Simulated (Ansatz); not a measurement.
# N on Mo(100): change of the work function, part 3 of 3

Wanted: Δφ(θ) for N/Mo(100), starting from the hollow site.

Ansatz 0.2.0; plane-wave DFT, PBEsol, Ansatz PAW (the session's first sound run).

So far, work function, upper face (eV): step 2 (the clean slab, PBEsol) 4.00; step 6 (adsorbate added, k-mesh 10×10×1, coverage 1 ML, PBEsol) 3.73; step 8 (the 0.25 ML cell at another level of theory, cutoff 420 eV, functional PBE) 3.94; step 9 (the 0.25 ML cell at another level of theory, cutoff 420 eV, functional RPBE) 3.77; step 10 (the 0.25 ML cell at another level of theory, cutoff 1800 eV, functional PBE, PBE JTH) 3.94.

### 11. The 0.25 ML cell at another level of theory, cutoff 500 eV, functional r2SCAN

This step: plane-wave DFT, r2SCAN, Ansatz PAW (Ansatz 0.2.0).

The geometry is kept and the functional is r2SCAN; other changes against the main runs: cutoff 420 → 500.

input.yaml

```yaml
crystal:
  lattice:
    - [6.3, 0.0, 0.0]
    - [0.0, 6.3, 0.0]
    - [0.0, 0.0, 24.5534437742]
  atoms:
    - { symbol: Mo, position: [0.0, 0.0, 0.3665473602] }
    - { symbol: Mo, position: [0.25, 0.25, 0.4306931483] }
    - { symbol: Mo, position: [-0.0036872129, -0.0036872129, 0.4926687976] }
    - { symbol: Mo, position: [0.25, 0.25, 0.5515516625] }
    - { symbol: Mo, position: [0.0139906467, 0.0139906467, 0.6163140228] }
    - { symbol: Mo, position: [0.0, 0.5, 0.3665473602] }
    - { symbol: Mo, position: [0.25, 0.75, 0.4306931483] }
    - { symbol: Mo, position: [-0.0036872129, 0.5036872129, 0.4926687976] }
    - { symbol: Mo, position: [0.25, 0.75, 0.5591848477] }
    - { symbol: Mo, position: [0.0139906467, 0.4860093533, 0.6163140228] }
    - { symbol: Mo, position: [0.5, 0.0, 0.3665473602] }
    - { symbol: Mo, position: [0.75, 0.25, 0.4306931483] }
    - { symbol: Mo, position: [0.5036872129, -0.0036872129, 0.4926687976] }
    - { symbol: Mo, position: [0.75, 0.25, 0.5591848477] }
    - { symbol: Mo, position: [0.4860093533, 0.0139906467, 0.6163140228] }
    - { symbol: Mo, position: [0.5, 0.5, 0.3665473602] }
    - { symbol: Mo, position: [0.75, 0.75, 0.4306931483] }
    - { symbol: Mo, position: [0.5036872129, 0.5036872129, 0.4926687976] }
    - { symbol: Mo, position: [0.75, 0.75, 0.5591022217] }
    - { symbol: Mo, position: [0.4860093533, 0.4860093533, 0.6163140228] }
    - { symbol: "N", position: [0.25, 0.25, 0.6371612707] }
kpoints:
  mp_grid: { grid: [5, 5, 1] }
hamiltonian:
  xc: r2scan
scf:
  occupations: { method: fermi_dirac, width: 0.1 }
  convergence: { dr2_threshold: 1.0e-08 }
efield:
  axis: 3
  dipole_correction: true
  ramp_position: 0.97
  ramp_width: 0.06
output:
  write_potential: true
  write_density: true
  volumetric_format: npy
```

Command:

```
> ansatz run input.yaml --threads 4 --pin off --max-ram 12288MiB --backend cpu --events-out ev --progress --plain --runs-dir out
```

Run time: 93 s. Hardware: 4 threads of Arm Neoverse V2, shared host; peak memory 5.4 GiB.

The work function comes to 3.89 eV, -0.14 eV from the first level.

### 12. Comparing the runs

Times are for 4 threads of Arm Neoverse V2, shared host. The runs compared:

```
no.  functional  work function, upper face (eV)  dipole along the normal (e·Å)     time  memory (GiB)
  1         pbe                           3.939                        0.01022     48 s           3.4
  2        rpbe                           3.769                       0.009317     48 s           3.4
  3         pbe                           3.938                        0.01062  6.3 min            11
  4      r2scan                           3.893                       0.006196     93 s           5.4
```

### 13. The same run with other settings

This step: plane-wave DFT, PBEsol, Ansatz PAW (Ansatz 0.2.0).

System of this step: Mo5N (N/Mo(100)). The cell holds 6 atoms: 5 Mo and 1 N. Cell: a = 3.150 Å, b = 3.150 Å, c = 24.553 Å, α = 90.0°, β = 90.0°, γ = 90.0°. Vacuum lies along c.

A run with a changed input: it repeats the earlier run at 1 ML with kpoints.mp_grid.grid from [10, 10, 1] to [3, 3, 1] and scf.lower_state_search to light.

input.yaml

```yaml
crystal:
  lattice:
    - [3.15, 0.0, 0.0]
    - [0.0, 3.15, 0.0]
    - [0.0, 0.0, 24.5534437742]
  atoms:
    - { symbol: Mo, position: [0.0, 0.0, 0.3665473602] }
    - { symbol: Mo, position: [0.5, 0.5, 0.4306931483] }
    - { symbol: Mo, position: [0.0, 0.0, 0.4921301245] }
    - { symbol: Mo, position: [0.5, 0.5, 0.5582348982] }
    - { symbol: Mo, position: [0.0, 0.0, 0.6130888975] }
    - { symbol: "N", position: [0.5, 0.5, 0.6334526398] }
kpoints:
  mp_grid: { grid: [3, 3, 1] }
hamiltonian:
  xc: pbesol
scf:
  occupations: { method: fermi_dirac, width: 0.1 }
  convergence: { dr2_threshold: 1.0e-08 }
  lower_state_search: light
efield:
  axis: 3
  dipole_correction: true
  ramp_position: 0.97
  ramp_width: 0.06
relax:
  f_tol: 0.02
  max_steps: 60
  constraints: [{ sites: [0, 1] }]
output:
  bader: true
  write_potential: true
  write_density: true
  volumetric_format: npy
```

Run time: 16 s. Hardware: 4 threads; peak memory 0.48 GiB; 60 s of CPU time.

```
                      quantity  this run  earlier run  difference
work function, upper face (eV)     3.742        3.728       0.015
work function, lower face (eV)     4.329        3.993        0.34
 dipole along the normal (e·Å)   0.03215      0.01455       0.018
```

What moves beyond 0.01 in its unit (for the dipole 0.5 % and 5e-5 e·Å): dipole along the normal (+0.0176 e·Å), work function, lower face (+0.335 eV) and work function, upper face (+0.0146 eV).

The change shows in the results, which are not taken further.

### 14. Varying the input

System of this step: Mo(100). The cell holds 5 atoms: 5 Mo. Cell: a = 3.150 Å, b = 3.150 Å, c = 24.300 Å, α = 90.0°, β = 90.0°, γ = 90.0°. Vacuum lies along c.

An input spoilt on purpose, to show how the run answers: it repeats the earlier run at 0 ML with efield.amplitude to 0 and efield.dipole_correction from true to false, and scf.max_iter set to 75.

input.yaml

```yaml
crystal:
  lattice:
    - [3.15, 0.0, 0.0]
    - [0.0, 3.15, 0.0]
    - [0.0, 0.0, 24.3]
  atoms:
    - { symbol: Mo, position: [0.0, 0.0, 0.3703703704] }
    - { symbol: Mo, position: [0.5, 0.5, 0.4351851852] }
    - { symbol: Mo, position: [0.0, 0.0, 0.5] }
    - { symbol: Mo, position: [0.5, 0.5, 0.5648148148] }
    - { symbol: Mo, position: [0.0, 0.0, 0.6296296296] }
kpoints:
  mp_grid: { grid: [10, 10, 1] }
hamiltonian:
  xc: pbesol
scf:
  occupations: { method: fermi_dirac, width: 0.1 }
  convergence: { dr2_threshold: 1.0e-08 }
  max_iter: 75
efield:
  axis: 3
  dipole_correction: false
  ramp_position: 0.97
  ramp_width: 0.06
  amplitude: 0
relax:
  f_tol: 0.02
  max_steps: 60
  constraints: [{ sites: [0, 1] }]
output:
  write_potential: true
  write_density: true
  volumetric_format: npy
```

Elapsed: 0.02 s, on 4 threads; peak memory 0.031 GiB.

The input was rejected at the start.

The program's message: “Error: invalid value for `efield.amplitude`: is zero with dipole_correction: false — the section would apply nothing; set a non-zero amplitude, enable dipole_correction, or remove the block”

The fault put into the input: a field block that applies nothing.

### 15. Results

```
work function of the clean face                        : 4.00 eV
work function at 0.11 ML                               : 3.99 eV
work function at 0.25 ML                               : 4.04 eV
work function at 0.5 ML                                : 3.66 eV
work function at 1 ML                                  : 3.73 eV
dipole per adsorbate at 0.11 ML, positive end outwards : 0.01 D
```

In words: At the lowest coverage N changes the work function of Mo(100) by under 0.15 eV, within the error of so thin a slab; the largest change, -0.35 eV, comes at higher coverage. The slab has 5 layers, at the tabulated experimental lattice constant, one starting site was run, and quantum-size effects of a slab this thin can reach one or two tenths of an eV.

[Logs are printed without paths, hosts, clocks, repeated set-up lines and the standing remarks that a program may print on its own settings, such as how far it seeks lower states.]

[Hosts, paths, dates, database ids (printed as entryN), source tags and the programs' standing remarks are cut or masked in the printed files.]

[Maps of the electrostatic potential energy from Ansatz leave out the sawtooth potential of an applied field or a dipole correction, so their vacuum need not be flat; planar profiles and work functions include it.]
